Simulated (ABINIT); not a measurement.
## SiC (F-43m): G0W0 in ABINIT against the wavefunction cutoff in GW

Aim: move the wavefunction cutoff in GW of a G0W0 run on SiC (F-43m) over a wide range.

Method: PBE and many-body steps on it, plane waves, in ABINIT 10.8.3.

This is a report of a sequence of runs, with most program output left out.

### 1. Starting point

Symmetry: F-43m, No. 216, cubic system. The conventional cell has a = 4.358 Å, b = 4.358 Å, c = 4.358 Å, α = 90.00°, β = 90.00°, γ = 90.00°. Nearest to Si lie 4 C at 1.89 Å. Nearest to C lie 4 Si at 1.89 Å. Farther neighbours are not listed.

Coordinates:

```cif
data_structure
_symmetry_space_group_name_H-M 'F-43m'
_symmetry_Int_Tables_number 216
_cell_length_a 4.3580
_cell_length_b 4.3580
_cell_length_c 4.3580
_cell_angle_alpha 90.000
_cell_angle_beta 90.000
_cell_angle_gamma 90.000
_cell_volume 82.77
loop_
_atom_site_label
_atom_site_type_symbol
_atom_site_symmetry_multiplicity
_atom_site_Wyckoff_symbol
_atom_site_fract_x
_atom_site_fract_y
_atom_site_fract_z
_atom_site_occupancy
Si1 Si 4 a 0.00000 0.00000 0.00000 1
C1 C 4 d 0.25000 0.25000 0.75000 1
```

The cell and positions come from the Crystallography Open Database and are kept as given unless a step says otherwise.

### 2. Screening, 6×6×6 mesh, 99 bands, screening to 261.2 eV

This step: ABINIT 10.8.3; RPA screening on PBE, plane waves, norm-conserving pseudopotentials.

The RPA dielectric matrix is built and inverted for each q.

run.abi

```
acell 3*1.0 Angstrom
rprim 
  -0.000000000000 2.179000000000 2.179000000000
  2.179000000000 0.000000000000 2.179000000000
  2.179000000000 2.179000000000 -0.000000000000
ntypat 2
znucl 14 6
natom 2
typat 1 2
xred 
  0.000000000000 0.000000000000 0.000000000000
  0.250000000000 0.250000000000 0.250000000000
pp_dirpath "pseudos"
pseudos "Si.upf, C.upf"
ecut 37
ngkpt 6 6 6
nshiftk 1
shiftk 0 0 0
kptopt 1
chksymbreak 0
istwfk *1
occopt 1
irdwfk 1
optdriver 3
nband 99
ecuteps 9.6
inclvkb 2
awtr 1
symchi 1
ecutwfn 11.1
indata_prefix "in"
outdata_prefix "out"
tmpdata_prefix "tmp"
```

On the command line:

```
> OMP_NUM_THREADS=1 mpirun -n 4 abinit run.abi > log
```

It took 31 s on 4 MPI ranks of Intel Xeon 6975P-C (Granite Rapids), shared host; peak memory 0.47 GiB.

This step gave:

```
ε∞ with local fields, on this mesh, along the program's q direction : 7.161
the same without local fields                                       : 7.827
plasma frequency                                                    : 23.07 eV
plane waves in the screening matrix                                 : 181
```

Local fields lower ε∞ by 9 %.

### 3. 11.1 Ha

This step: G0W0 on PBE, plane waves, norm-conserving pseudopotentials.

Changes to run.abi since step 2:

```diff
@@ -23,8 +23,17 @@
 irdwfk 1
-optdriver 3
+optdriver 4
 nband 99
+gwcalctyp 0
+ecutsigx 11.1
+symsigma 1
+nkptgw 2
+kptgw 
+  0.0000000000 0.0000000000 0.0000000000
+  0.5000000000 0.5000000000 0.0000000000
+bdgw 
+  2 8
+  3 6
 ecuteps 9.6
-inclvkb 2
-awtr 1
-symchi 1
+irdscr 1
+ppmodel 1
 ecutwfn 11.1
```

Wall time 12 s (4 MPI ranks); peak memory 0.55 GiB.

This step gave:

```
G0W0 gap on the points computed              : 2.002 eV
starting gap on the mesh                     : 1.361 eV
k of the valence top                         : 0, 0, 0
k of the conduction bottom                   : 0.5, 0.5, 0
Z at the valence top                         : 0.794
Z at the conduction bottom                   : 0.82
least direct G0W0 gap on the computed points : 5.533 eV
```

### 4. Screening, 6×6×6 mesh, 99 bands, screening to 261.2 eV

This step: RPA screening on PBE, plane waves, norm-conserving pseudopotentials.

Changes to run.abi since step 3:

```diff
@@ -23,18 +23,9 @@
 irdwfk 1
-optdriver 4
+optdriver 3
 nband 99
-gwcalctyp 0
-ecutsigx 11.1
-symsigma 1
-nkptgw 2
-kptgw 
-  0.0000000000 0.0000000000 0.0000000000
-  0.5000000000 0.5000000000 0.0000000000
-bdgw 
-  2 8
-  3 6
 ecuteps 9.6
-irdscr 1
-ppmodel 1
-ecutwfn 11.1
+inclvkb 2
+awtr 1
+symchi 1
+ecutwfn 18.5
 indata_prefix "in"
```

Elapsed: 27 s, on 4 MPI ranks; peak memory 0.55 GiB.

Numbers from this step:

```
ε∞ with local fields, on this mesh, along the program's q direction : 7.097
the same without local fields                                       : 7.760
plasma frequency                                                    : 23.09 eV
plane waves in the screening matrix                                 : 181
```

### 5. 18.5 Ha

The self-energy is evaluated for the states that the input lists, and the levels follow from it, in one-shot runs by the linearised quasiparticle equation.

This step: G0W0 on PBE, plane waves, norm-conserving pseudopotentials.

Changes to run.abi since step 4:

```diff
@@ -23,8 +23,17 @@
 irdwfk 1
-optdriver 3
+optdriver 4
 nband 99
+gwcalctyp 0
+ecutsigx 18.5
+symsigma 1
+nkptgw 2
+kptgw 
+  0.0000000000 0.0000000000 0.0000000000
+  0.5000000000 0.5000000000 0.0000000000
+bdgw 
+  2 8
+  3 6
 ecuteps 9.6
-inclvkb 2
-awtr 1
-symchi 1
+irdscr 1
+ppmodel 1
 ecutwfn 18.5
```

The job ended after 12 s (4 MPI ranks; peak memory 0.62 GiB; 46 s of CPU time).

Numbers from this step:

| Property | Result |
| --- | --- |
| G0W0 gap on the points computed | 2.067 eV |
| starting gap on the mesh | 1.361 eV |
| k of the valence top | 0, 0, 0 |
| k of the conduction bottom | 0.5, 0.5, 0 |
| Z at the valence top | 0.793 |
| Z at the conduction bottom | 0.82 |
| least direct G0W0 gap on the computed points | 5.573 eV |

The gap on the mesh goes from 1.36 eV to 2.07 eV, a correction of +0.71 eV.

### 6. Screening, 6×6×6 mesh, 99 bands, screening to 261.2 eV

This step: RPA screening on PBE, plane waves, norm-conserving pseudopotentials.

Changes to run.abi since step 5:

```diff
@@ -23,18 +23,9 @@
 irdwfk 1
-optdriver 4
+optdriver 3
 nband 99
-gwcalctyp 0
-ecutsigx 18.5
-symsigma 1
-nkptgw 2
-kptgw 
-  0.0000000000 0.0000000000 0.0000000000
-  0.5000000000 0.5000000000 0.0000000000
-bdgw 
-  2 8
-  3 6
 ecuteps 9.6
-irdscr 1
-ppmodel 1
-ecutwfn 18.5
+inclvkb 2
+awtr 1
+symchi 1
+ecutwfn 27.8
 indata_prefix "in"
```

Wall time 58 s (4 MPI ranks); peak memory 0.75 GiB; 3.9 min of CPU time.

This step gave:

```yaml
eps_infinity_with_local_fields_on_this_mesh_along_the_program_s_q_direction: 7.083
the_same_without_local_fields: 7.745
plasma_frequency: 23.09 eV
plane_waves_in_the_screening_matrix: 181
```

### 7. 27.8 Ha

This step: G0W0 on PBE, plane waves, norm-conserving pseudopotentials.

Changes to run.abi since step 6:

```diff
@@ -23,8 +23,17 @@
 irdwfk 1
-optdriver 3
+optdriver 4
 nband 99
+gwcalctyp 0
+ecutsigx 27.8
+symsigma 1
+nkptgw 2
+kptgw 
+  0.0000000000 0.0000000000 0.0000000000
+  0.5000000000 0.5000000000 0.0000000000
+bdgw 
+  2 8
+  3 6
 ecuteps 9.6
-inclvkb 2
-awtr 1
-symchi 1
+irdscr 1
+ppmodel 1
 ecutwfn 27.8
```

Elapsed: 13 s, on 4 MPI ranks; peak memory 0.81 GiB; 51 s of CPU time.

This step gave:

- G0W0 gap on the points computed: 2.083 eV
- starting gap on the mesh: 1.361 eV
- k of the valence top: 0, 0, 0
- k of the conduction bottom: 0.5, 0.5, 0
- least direct G0W0 gap on the computed points: 5.585 eV

Against the run before, the gap moves by +0.016 eV.

### 8. Screening, 6×6×6 mesh, 99 bands, screening to 261.2 eV

This step: RPA screening on PBE, plane waves, norm-conserving pseudopotentials.

Changes to run.abi since step 7:

```diff
@@ -23,18 +23,8 @@
 irdwfk 1
-optdriver 4
+optdriver 3
 nband 99
-gwcalctyp 0
-ecutsigx 27.8
-symsigma 1
-nkptgw 2
-kptgw 
-  0.0000000000 0.0000000000 0.0000000000
-  0.5000000000 0.5000000000 0.0000000000
-bdgw 
-  2 8
-  3 6
 ecuteps 9.6
-irdscr 1
-ppmodel 1
-ecutwfn 27.8
+inclvkb 2
+awtr 1
+symchi 1
 indata_prefix "in"
```

The job ended after 57 s (4 MPI ranks; peak memory 0.78 GiB; 3.8 min of CPU time).

This step gave:

- ε∞ with local fields, on this mesh, along the program's q direction: 7.082
- the same without local fields: 7.743
- plasma frequency: 23.09 eV
- plane waves in the screening matrix: 181

### 9. 37 Ha

This step: G0W0 on PBE, plane waves, norm-conserving pseudopotentials.

Changes to run.abi since step 8:

```diff
@@ -23,8 +23,17 @@
 irdwfk 1
-optdriver 3
+optdriver 4
 nband 99
+gwcalctyp 0
+ecutsigx 37
+symsigma 1
+nkptgw 2
+kptgw 
+  0.0000000000 0.0000000000 0.0000000000
+  0.5000000000 0.5000000000 0.0000000000
+bdgw 
+  2 8
+  3 6
 ecuteps 9.6
-inclvkb 2
-awtr 1
-symchi 1
+irdscr 1
+ppmodel 1
 indata_prefix "in"
```

Wall time 14 s (4 MPI ranks); peak memory 0.83 GiB; 54 s of CPU time.

This step gave:

- G0W0 gap on the points computed: 2.088 eV
- starting gap on the mesh: 1.361 eV
- k of the valence top: 0, 0, 0
- k of the conduction bottom: 0.5, 0.5, 0
- least direct G0W0 gap on the computed points: 5.587 eV

Against the run before, the gap moves by +0.005 eV.

### 10. Side by side

Times are wall times on 4 MPI ranks of Intel Xeon 6975P-C (Granite Rapids), shared host, good to a factor of about two. A run's time includes the screening step that it read.

| run | mesh | bands | screening cutoff (eV) | DFT gap (eV) | gap on the mesh (eV) | direct (eV) | ε∞ used | time |
| --- | --- | --- | --- | --- | --- | --- | --- | --- |
| 11.1 Ha | 6×6×6 | 99 | 261.2 | 1.361 | 2.002 | 5.533 | 7.16 | 44 s |
| 18.5 Ha | 6×6×6 | 99 | 261.2 | 1.361 | 2.067 | 5.573 | 7.10 | 38 s |
| 27.8 Ha | 6×6×6 | 99 | 261.2 | 1.361 | 2.083 | 5.585 | 7.08 | 72 s |
| 37 Ha | 6×6×6 | 99 | 261.2 | 1.361 | 2.088 | 5.587 | 7.08 | 70 s |

### 11. Summary of results

* 11.1 Ha: 2.002 eV
* 18.5 Ha: 2.067 eV
* 27.8 Ha: 2.083 eV
* 37 Ha: 2.088 eV
* known limits: not at the basis limit

In words: The setting moved: wavefunction cutoff in GW. From 11.1 Ha to 37 Ha the gap moves by +0.09 eV. It holds to 0.03 eV from 18.5 Ha on. Bands and screening cutoff are coupled, so a series along one setting does not show full convergence. The exchange cutoff follows the wavefunction cutoff here. Bands and cutoff are finite, so the gap is not at the basis limit. The miss can reach some tenths of an eV and take either sign; the mesh is an error of its own. In the G0W0 runs levels were corrected at 2 k points alone, so a gap called «on the mesh» is the least over those, and an edge elsewhere would be missed.

[Paths, hosts, dates, memory and timing lines, banners, echoed tables and standing remarks are left out of the program output.]

[Logs are printed without paths, hosts, clocks, repeated set-up lines and the standing remarks that a program may print on its own settings, such as how far it seeks lower states.]

[Runs of the session that timed out or met a known fault of the program may be left out.]

[Hosts, paths, dates, database ids (printed as entryN), source tags and the programs' standing remarks are cut or masked in the printed files.]

[G0W0 gaps are taken among the corrected bands and points alone; a level outside them can change the order at an edge.]

[Where Ansatz stands beside ABINIT at settings called matched, ABINIT's density can come from a denser mesh and the files from another edition; pairs whose starting gaps differed by over 0.03 eV were left out, so agreement reads better than it is.]
